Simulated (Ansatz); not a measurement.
# O on W(110): change of the work function, part 3 of 4

How does O on the hollow site change the work function of W(110) as the layer fills?

Ansatz 0.2.0; plane-wave DFT, PBE, Ansatz PAW.

So far, work function, upper face (eV): step 2 (the clean slab) 4.84; step 3 (37 atoms, coverage 0.111 ML, cell 3x3) 4.86.

**4. Adsorbate added, k-mesh 6×6×1, coverage 0.25 ML**

System of this step: W16O (O/W(110)). The cell holds 17 atoms: 16 W and 1 O. Cell: a = 5.473 Å, b = 5.473 Å, c = 26.490 Å, α = 90.0°, β = 90.0°, γ = 70.5°. Vacuum lies along c.

Another coverage, to see how the dipoles act on each other as their distance changes.

File input.yaml:

```yaml
crystal:
  lattice:
    - [4.468914857, -3.16, 0.0]
    - [4.468914857, 3.16, 0.0]
    - [0.0, 0.0, 26.4895793065]
  atoms:
    - { symbol: W, position: [0.0, 0.0, 0.3397562451] }
    - { symbol: W, position: [0.25, 0.25, 0.4241085636] }
    - { symbol: W, position: [0.0, 0.0, 0.5098907966] }
    - { symbol: W, position: [0.25, 0.25, 0.5926466932] }
    - { symbol: W, position: [0.0, 0.5, 0.3397562451] }
    - { symbol: W, position: [0.25, 0.75, 0.4241085636] }
    - { symbol: W, position: [0.0, 0.5, 0.5098907966] }
    - { symbol: W, position: [0.25, 0.75, 0.5926466932] }
    - { symbol: W, position: [0.5, 0.0, 0.3397562451] }
    - { symbol: W, position: [0.75, 0.25, 0.4241085636] }
    - { symbol: W, position: [0.5, 0.0, 0.5098907966] }
    - { symbol: W, position: [0.75, 0.25, 0.5926466932] }
    - { symbol: W, position: [0.5, 0.5, 0.3397562451] }
    - { symbol: W, position: [0.75, 0.75, 0.4241085636] }
    - { symbol: W, position: [0.5, 0.5, 0.5098907966] }
    - { symbol: W, position: [0.75, 0.75, 0.5926466932] }
    - { symbol: O, position: [0.42, 0.42, 0.6602437549] }
kpoints:
  mp_grid: { grid: [6, 6, 1] }
hamiltonian:
  xc: pbe
scf:
  occupations: { method: fermi_dirac, width: 0.1 }
  convergence: { dr2_threshold: 1.0e-08 }
efield:
  axis: 3
  dipole_correction: true
  ramp_position: 0.97
  ramp_width: 0.06
relax:
  f_tol: 0.02
  max_steps: 60
  constraints: [{ sites: [0, 1, 4, 5, 8, 9, 12, 13] }]
output:
  dos: { projected: true, e_range: [-8, 4] }
  write_potential: true
  write_density: true
  volumetric_format: npy
  elf: true
```

Started as:

```
$ ansatz run input.yaml --threads 4 --pin off --max-ram 16384MiB --backend cpu --events-out ev --progress --plain --runs-dir out
```

Output:

```text
[...]
Crystal: 17 atoms, lattice volume = 748.160 Å³
Basis set: ecut = 420 eV, 14593 PW (Γ), exchange–correlation on 80×80×360 points (8 copies of the dense FFT grid, shifted against one another)
Bands: 138, of which v1, the nominal top of the filled ones, is band 115 counted from 1 (114 counted from 0)
Symmetry: 2 space group operations
[...]
k-points: 13 of 36 (time reversal used)
[...]
SCF iter   1: F=—  HF=-166713.466995 eV  |F-HF|=—  |Δ(HF+E_count)|=         —  Δρ=9.15e-3  dr2=7.50e0  ethr=1.77e-3  p=-0.166 e·Å  D=-4.02e-2 V/Å  ΔV_dip=1.07 eV  dr2_dipole=3.99e-3  V_vac-E_F(+/−)=6.11/5.04 eV  ⟨swp⟩=9.4  Hψ=8980  notcnv=0
[...]
SCF iter  10: F=-166713.128668 eV  HF=-166713.128668 eV  |F-HF|=2.21e-8  |Δ(HF+E_count)|=   4.03e-8  Δρ=5.58e-7  dr2=4.33e-9  ethr=4.35e-12  p=-0.163 e·Å  D=-3.93e-2 V/Å  ΔV_dip=1.04 eV  dr2_dipole=1.14e-10  V_vac-E_F(+/−)=5.96/4.92 eV  ⟨swp⟩=12.6  Hψ=14303  notcnv=0
SCF 1 converged in 10 iterations: F = -166713.128668 eV  dr2 = 4.33e-9
[...]
relax step   1: F+E_penalty+E_count = -166713.12866814 eV  Δ(F+E_penalty+E_count) = +0.000e0 eV  max|allowed force component| = 4.801e0 eV/Å  Δτ_max = 0.0000 Å  (10 SCF iters, accepted)
[...]
SCF iter   9: F=-166714.245179 eV  HF=-166714.245179 eV  |F-HF|=4.27e-8  |Δ(HF+E_count)|=   1.91e-7  Δρ=8.69e-7  dr2=9.19e-9  ethr=4.35e-12  p=-0.084 e·Å  D=-2.04e-2 V/Å  ΔV_dip=0.54 eV  dr2_dipole=2.78e-10  V_vac-E_F(+/−)=5.46/4.92 eV  ⟨swp⟩=10.9  Hψ=15854  notcnv=0
SCF 2 converged in 9 iterations: F = -166714.245179 eV  dr2 = 9.19e-9
relax step   2: F+E_penalty+E_count = -166714.24517868 eV  Δ(F+E_penalty+E_count) = -1.117e0 eV  max|allowed force component| = 3.548e0 eV/Å  Δτ_max = 0.1949 Å  (9 SCF iters, accepted)
SCF iter   1: F=—  HF=-166714.862004 eV  |F-HF|=—  |Δ(HF+E_count)|=         —  Δρ=6.25e-3  dr2=2.00e-1  ethr=1.27e-3  p=-0.084 e·Å  D=-2.04e-2 V/Å  ΔV_dip=0.54 eV  dr2_dipole=8.21e-3  V_vac-E_F(+/−)=5.46/4.92 eV  ⟨swp⟩=5.4  Hψ=4322  notcnv=0
[...]
SCF iter  10: F=-166714.799148 eV  HF=-166714.799148 eV  |F-HF|=6.34e-9  |Δ(HF+E_count)|=   6.17e-9  Δρ=2.49e-7  dr2=1.10e-9  ethr=4.35e-12  p=-0.019 e·Å  D=-4.62e-3 V/Å  ΔV_dip=0.12 eV  dr2_dipole=1.35e-10  V_vac-E_F(+/−)=5.04/4.92 eV  ⟨swp⟩=12.1  Hψ=13336  notcnv=0
SCF 3 converged in 10 iterations: F = -166714.799148 eV  dr2 = 1.10e-9
relax step   3: F+E_penalty+E_count = -166714.79914783 eV  Δ(F+E_penalty+E_count) = -5.540e-1 eV  max|allowed force component| = 1.207e0 eV/Å  Δτ_max = 0.1949 Å  (10 SCF iters, accepted)
[...]
relax step   4: F+E_penalty+E_count = -166714.94126745 eV  Δ(F+E_penalty+E_count) = -1.421e-1 eV  max|allowed force component| = 3.638e-1 eV/Å  Δτ_max = 0.2000 Å  (10 SCF iters, accepted)
[...]
relax step   5: F+E_penalty+E_count = -166714.95033422 eV  Δ(F+E_penalty+E_count) = -9.067e-3 eV  max|allowed force component| = 1.292e-1 eV/Å  Δτ_max = 0.0458 Å  (9 SCF iters, accepted)
[...]
relax step   6: F+E_penalty+E_count = -166714.95140021 eV  Δ(F+E_penalty+E_count) = -1.066e-3 eV  max|allowed force component| = 1.238e-1 eV/Å  Δτ_max = 0.0280 Å  (8 SCF iters, accepted)
SCF iter   1: F=—  HF=-166714.954077 eV  |F-HF|=—  |Δ(HF+E_count)|=         —  Δρ=5.73e-4  dr2=3.45e-3  ethr=1.73e-5  p=0.021 e·Å  D=5.07e-3 V/Å  ΔV_dip=-0.13 eV  dr2_dipole=6.59e-4  V_vac-E_F(+/−)=4.78/4.92 eV  ⟨swp⟩=2.5  Hψ=3035  notcnv=0
[...]
SCF iter   7: F=-166714.953715 eV  HF=-166714.953715 eV  |F-HF|=2.95e-8  |Δ(HF+E_count)|=   1.26e-7  Δρ=7.12e-7  dr2=5.66e-9  ethr=4.35e-12  p=0.019 e·Å  D=4.54e-3 V/Å  ΔV_dip=-0.12 eV  dr2_dipole=2.13e-10  V_vac-E_F(+/−)=4.80/4.92 eV  ⟨swp⟩=10.4  Hψ=15209  notcnv=0
SCF 7 converged in 7 iterations: F = -166714.953715 eV  dr2 = 5.66e-9
relax step   7: F+E_penalty+E_count = -166714.95371510 eV  Δ(F+E_penalty+E_count) = -2.315e-3 eV  max|allowed force component| = 1.614e-2 eV/Å  Δτ_max = 0.0131 Å  (7 SCF iters, accepted)
[...]
WARN: The input density's exchange-correlation potential varies sharply where the density is thin. Do not read a vacuum level from v_tot or v_xc, or from such a field of the output density. On a cell that repeats whose density bears no net charge and no dipole along the vacuum's axis use v_es (v_loc + v_h of the components); under efield.dipole_correction with no amplitude use v_es + v_field, which holds any external [...]
SCF converged after 7 iterations
Free energy (F): -166714.953715 eV
[...]
Internal energy: -166714.576785 eV  (E = F + TS)
E sigma→0 (E₀):  -166714.765250 eV
Entropy (-TS):   -0.376930 eV (-22.172 meV/atom)
Fermi energy:    4.671561 eV
Dipole field:    D = 0.004547 V/Å  (p = 0.018802 e·Å, saw-weighted, corrected)
Work function:   Φ+ = 4.7970 eV   Φ− = 4.9174 eV
[...]
--- Forces (eV/Å), atoms counted from 1 ---
  atom   1  W     -0.00383489     0.00000000     0.39396562
  atom   2  W      0.17064109     0.00000000    -0.44181295
  atom   3  W     -0.00158632     0.00000000     0.00887264
  atom   4  W     -0.00874582     0.00000000    -0.01613695
  atom   5  W     -0.01912286    -0.00064224     0.40045502
  atom   6  W     -0.02100093     0.03873161    -0.27480943
  atom   7  W      0.00389310     0.00525312    -0.00192540
  atom   8  W      0.00594125     0.00884301    -0.00150606
  atom   9  W     -0.01912286     0.00064224     0.40045502
  atom  10  W     -0.02100093    -0.03873161    -0.27480943
  atom  11  W      0.00389310    -0.00525312    -0.00192540
  atom  12  W      0.00594125    -0.00884301    -0.00150606
  atom  13  W      0.02154105     0.00000000     0.24628333
  atom  14  W     -0.10449008     0.00000000    -0.45001879
  atom  15  W     -0.00121500     0.00000000     0.00658968
  atom  16  W     -0.01402720     0.00000000     0.00111508
  atom  17  O      0.00231065     0.00000000     0.00669691
  max |Σ_I F_I| component: 1.72e-5 eV/Å
--- Band table (eV; the first three rows and the last of 13) ---
  k-point 0: bands = [... 111 lower, 5.2791, 5.2942, 5.3984, 5.4131, 5.4408, 5.5233, 5.7404, 5.9860, ... 19 higher]
  k-point 1: bands = [... 111 lower, 4.7088, 4.8128, 4.9276, 4.9739, 5.2255, 5.7248, 5.7969, 5.8628, ... 19 higher]
  k-point 2: bands = [... 111 lower, 3.8531, 4.1425, 4.4556, 4.7165, 4.8616, 4.9783, 5.2151, 5.4133, ... 19 higher]
  k-point 12: bands = [... 111 lower, 3.8331, 3.8679, 3.9965, 4.1149, 4.1907, 4.2456, 4.2846, 4.4192, ... 19 higher]
--- Relaxed structure (7 steps of the walk, 7 accepted, 0 SCFs on fresh bases) ---
  F+E_penalty+E_count = -166714.95371510 eV   max|allowed force component| = 1.614e-2 eV/Å
  atoms:
    - { symbol: W, position: [0.0, 0.0, 0.339756] }
    - { symbol: W, position: [0.250000, 0.250000, 0.4241085636] }
    - { symbol: W, position: [0.0022707, 0.0022707, 0.508649] }
    - { symbol: W, position: [0.244809, 0.244809, 0.593504] }
    - { symbol: W, position: [0.0, 0.500000, 0.339756] }
    - { symbol: W, position: [0.250000, 0.750000, 0.4241085636] }
    - { symbol: W, position: [0.00159783, 0.499952, 0.510298] }
    - { symbol: W, position: [0.252231, 0.753581, 0.594956] }
    - { symbol: W, position: [0.500000, 0.0, 0.339756] }
    - { symbol: W, position: [0.750000, 0.250000, 0.4241085636] }
    - { symbol: W, position: [0.499952, 0.00159783, 0.510298] }
    - { symbol: W, position: [0.753581, 0.252231, 0.594956] }
    - { symbol: W, position: [0.500000, 0.500000, 0.339756] }
    - { symbol: W, position: [0.750000, 0.750000, 0.4241085636] }
    - { symbol: W, position: [0.500698, 0.500698, 0.510135] }
    - { symbol: W, position: [0.763684, 0.763684, 0.590451] }
    - { symbol: O, position: [0.437749, 0.437749, 0.639293] }
```

It took 5.9 min on 4 threads of Arm Neoverse V1, shared host; peak memory 2.8 GiB.

The steps of the relaxation:

```csv
step,energy less that of the first step (eV),largest force component (eV/Å)
1,0.0000,4.8012
2,-1.1165,3.5478
3,-1.6705,1.2068
4,-1.8126,0.3638
5,-1.8217,0.1292
6,-1.8227,0.1238
7,-1.8250,0.0161
```

Forces are held to the 2 operations that the program found; a distortion that breaks them can't arise in this run.

The atoms that moved most (Å):

```csv
atom,dx,dy,dz,length
O17,0.159,0.000,-0.555,0.577
W16,0.122,0.000,-0.058,0.135
W8,0.026,0.004,0.061,0.067
W12,0.026,-0.004,0.061,0.067
W4,-0.046,0.000,0.023,0.052
W3,0.020,0.000,-0.033,0.039
W11,0.007,0.005,0.011,0.014
W7,0.007,-0.005,0.011,0.014
```

The relaxed structure:

```xyz
17
Lattice="4.4689 -3.1600 0.0000 4.4689 3.1600 0.0000 0.0000 0.0000 26.4896" Properties=species:S:1:pos:R:3
W     0.0000    0.0000    9.0000
W     2.2345    0.0000   11.2345
W     0.0203    0.0000   13.4739
W     2.1881    0.0000   15.7217
W     2.2345    1.5800    9.0000
W     4.4689    1.5800   11.2345
W     2.2414    1.5748   13.5176
W     4.4949    1.5843   15.7601
W     2.2345   -1.5800    9.0000
W     4.4689   -1.5800   11.2345
W     2.2414   -1.5748   13.5176
W     4.4949   -1.5843   15.7601
W     4.4689    0.0000    9.0000
W     6.7034    0.0000   11.2345
W     4.4752    0.0000   13.5133
W     6.8257    0.0000   15.6408
O     3.9125    0.0000   16.9346
```

This step gave:

```
energy at zero smearing        : -166714.7653 eV
work function, upper face      : 4.797 eV
work function, lower face      : 4.917 eV
dipole along the normal        : 0.01880 e·Å
step between the vacuum levels : -0.1205 eV
```

The density of states has structure finer than the step of the table below, so its rows give means over 0.25 eV. Peaks (eV: height): -3.100: 25.6, -2.920: 31.4, -2.830: 25.6, -2.740: 28.0, -2.440: 27.8, -2.020: 32.4, -1.470: 24.3.

Table of density of states by energy, zero at the Fermi level; means over each step:

```csv
energy (eV),density of states (states/eV a cell)
-7.75,1.13
-7.50,2.24
-7.25,2.47
-7.00,3.44
-6.75,2.91
-6.50,8.31
-6.25,10.3
-6.00,8.29
-5.75,9.71
-5.50,11.4
-5.25,11.4
-5.00,12.2
-4.75,12.2
-4.50,17.7
-4.25,13.3
-4.00,12.1
-3.75,10.0
-3.50,12.1
-3.25,21.1
-3.00,22.5
-2.75,22.6
-2.50,20.4
-2.25,19.0
-2.00,22.9
-1.75,20.1
-1.50,21.0
-1.25,14.4
-1.00,13.4
-0.75,9.52
-0.50,10.5
-0.25,11.0
0.00,11.0
0.25,12.6
0.50,13.0
0.75,13.9
1.00,16.7
1.25,18.0
1.50,19.8
1.75,19.5
```

Projected DOS per atom over height of the atomic layer and energy from the Fermi level. Layers: W4 W4 W4 W4 O from below.

Ten even steps from '_' (0.03 states/eV) to '@' (2.82 states/eV), each cell a mean:
```
--====--__
--------__
--::::--__
--....::__
::....::__
--....::__
==....--__
++::::==__
++----==__
====--==__
==++====__
::==++--__
..::::::..
::::::::..
--==--....
..----....
..::::..--
__......@@
____..::@@
________::
__________
__________
```
Columns: height of the atomic layer (Å) from 9 to 16.9 (not evenly spaced); rows upwards: energy from the Fermi level (eV) from -7.96 to 1.84.

Valence density in the ca plane at fractional y = 0.000, with atoms of W within 0.2 Å of it. It is the smooth field of the valence electrons, not physical close to the nuclei.

Ten even steps from '0' (0.0 e/Å³) to '9' (5.1 e/Å³), each cell a mean:
```
39994100000028995100000000000000000000000000
14641000000013542000000000000000000000000000
01110000000001110000000000000000000000000000
00000000000000000000000000000000000000000000
01110000000001110000000000000000000000000000
14641000000013652000000000000000000000000000
39994100000027996100000000000000000000000000
49894100000028997100000000000000000000000000
27972000000015884100000000000000000000000000
02321000000001321000000000000000000000000000
00100000000000100000000000000000000000000000
00100000000000100000000000000000000000000000
02321000000002331000000000000000000000000000
27972000000016984100000000000000000000000000
49894100000039896100000000000000000000000000
```
Columns run along c (16.0 Å, from fractional 0.32 to 0.92 of the cell), rows up along a (5.5 Å). Atoms in or near the plane, at fractional coordinates: W at (0.34, 0.00), W at (0.51, 0.00), W at (0.34, 0.50), W at (0.51, 0.50).

ELF in the ca plane at fractional y = 0.000, with atoms of W within 0.2 Å of it. It is the smooth field of the valence electrons, not physical close to the nuclei.

Ten even steps from '0' (0.00) to '9' (0.67), each cell a mean:
```
89587476556469688456666765310000000000000000
48984465456537984366567765310000000000000000
45544665556644544566667775310000000000000000
66555665556765545665567764210000000000000000
45544665556644544565556763100000000000000000
48984465456537995455456653100000000000000000
89587466556459679456556653100000000000000000
98168476566469249556567764200000000000000000
69996465456449997356557775310000000000000000
36763565456534764466557776310000000000000000
65545665556765545676667776420000000000000000
65545665556754545676677775321000000000000000
36763565456535864466667765310000000000000000
69996465456449997366666665310000000000000000
98168476566479259457666664310000000000000000
```
Columns run along c (16.0 Å, from fractional 0.32 to 0.92 of the cell), rows up along a (5.5 Å). Atoms in or near the plane, at fractional coordinates: W at (0.34, 0.00), W at (0.51, 0.00), W at (0.34, 0.50), W at (0.51, 0.50).

Electrostatic potential energy in the ca plane at fractional y = 0.000, with atoms of W within 0.2 Å of it. With pseudopotentials it is smooth inside the atoms' cores, unlike the true potential.

Values in eV, 8 rows by 16 columns, each cell a mean:
```
-38 -31   3   4 -16 -46  -4   4   7   9   9   9   9  10  10  10
 -3  -1   3   2   2  -5   4   1   5   9   9   9   9  10  10  10
-11  -8   3   2  -1 -16   1   1   6   9   9   9   9  10  10  10
-45 -37   3   4 -18 -54  -9   4   7   9   9   9   9  10  10  10
-38 -31   3   4 -14 -47  -6   4   7   9   9   9   9  10  10  10
 -3  -1   3   2   2  -6   3   1   5   9   9   9   9  10  10  10
-11  -8   3   2  -2 -17   2   2   6   9   9   9   9  10  10  10
-45 -37   3   4 -21 -54  -7   5   7   9   9   9   9  10  10  10
```
Columns run along c (16.0 Å, from fractional 0.32 to 0.92 of the cell; values clipped at the 3rd and 97th percentile), rows up along a (5.5 Å). Atoms in or near the plane, at fractional coordinates: W at (0.34, 0.00), W at (0.51, 0.00), W at (0.34, 0.50), W at (0.51, 0.50).

The relaxation took 7 steps and lowered the energy by 1.8 eV; the largest force on the free atoms ends at 0.016 eV/Å.

By hand: a sheet of dipoles makes a step −p/(ε₀A) in the electron's potential. With e/ε₀ = 180.95 V·Å, p = 0.01880 e·Å and A = 28.24 Å², that is −180.95 × (0.01880) / 28.24 = -0.120 eV, and the two vacuum levels of the run differ by -0.120 eV.

The covered face has 4.80 eV, -0.05 eV against the clean one; the bare back face has moved by +0.02 eV, a measure of how thin the slab is.

**5. The covered slab, k-mesh 6×6×1, coverage 0.5 ML**

System of this step: W8O (O/W(110)). The cell holds 18 atoms: 16 W and 2 O. Its edges and angles: a = 5.473 Å, b = 5.473 Å, c = 26.490 Å, α = 90.0°, β = 90.0°, γ = 70.5°. Vacuum lies along c.

Another coverage, to see how the dipoles act on each other as their distance changes.

Edit input.yaml of step 4 so:

```diff
@@ -23,2 +23,3 @@
     - { symbol: O, position: [0.42, 0.42, 0.6602437549] }
+    - { symbol: O, position: [0.92, 0.42, 0.6602437549] }
 kpoints:
```

Output:

```text
[...]
Crystal: 18 atoms, lattice volume = 748.160 Å³
Basis set: ecut = 420 eV, 14593 PW (Γ), exchange–correlation on 80×80×360 points (8 copies of the dense FFT grid, shifted against one another)
Bands: 142, of which v1, the nominal top of the filled ones, is band 118 counted from 1 (117 counted from 0)
Symmetry: 2 space group operations
[...]
- { symbol: W, position: [0.267714, 0.763170, 0.593317] }
[...]
- { symbol: W, position: [0.500000, 0.500000, 0.339756] }
    - { symbol: W, position: [0.750000, 0.750000, 0.4241085636] }
    - { symbol: W, position: [0.502016, 0.501304, 0.510700] }
    - { symbol: W, position: [0.767714, 0.763170, 0.593317] }
    - { symbol: O, position: [0.427204, 0.447877, 0.639322] }
    - { symbol: O, position: [0.927204, 0.447877, 0.639322] }
[key lines of the parts left out:]
SCF converged after 7 iterations
Free energy (F): -167284.000389 eV
Fermi energy:    4.693426 eV
Dipole field:    D = -0.006901 V/Å  (p = -0.028532 e·Å, saw-weighted, corrected)
Work function:   Φ+ = 5.1047 eV   Φ− = 4.9219 eV
```

It took 9.5 min on 4 threads; peak memory 3.4 GiB; 37 min of CPU time.

(Continued in part 4 of 4.)

[Long decimals in the printed logs are rounded to 6 places.]

[Logs are printed without paths, hosts, clocks, repeated set-up lines and the standing remarks that a program may print on its own settings, such as how far it seeks lower states.]

[Hosts, paths, dates, database ids (printed as entryN), source tags and the programs' standing remarks are cut or masked in the printed files.]

[Maps of the electrostatic potential energy from Ansatz leave out the sawtooth potential of an applied field or a dipole correction, so their vacuum need not be flat; planar profiles and work functions include it.]

[The density of states shown here was stored with 400 of the rows of the run's finer table, so its peaks can read low, often by over a quarter, or be missed, and its means over a window can be off by a tenth or more.]
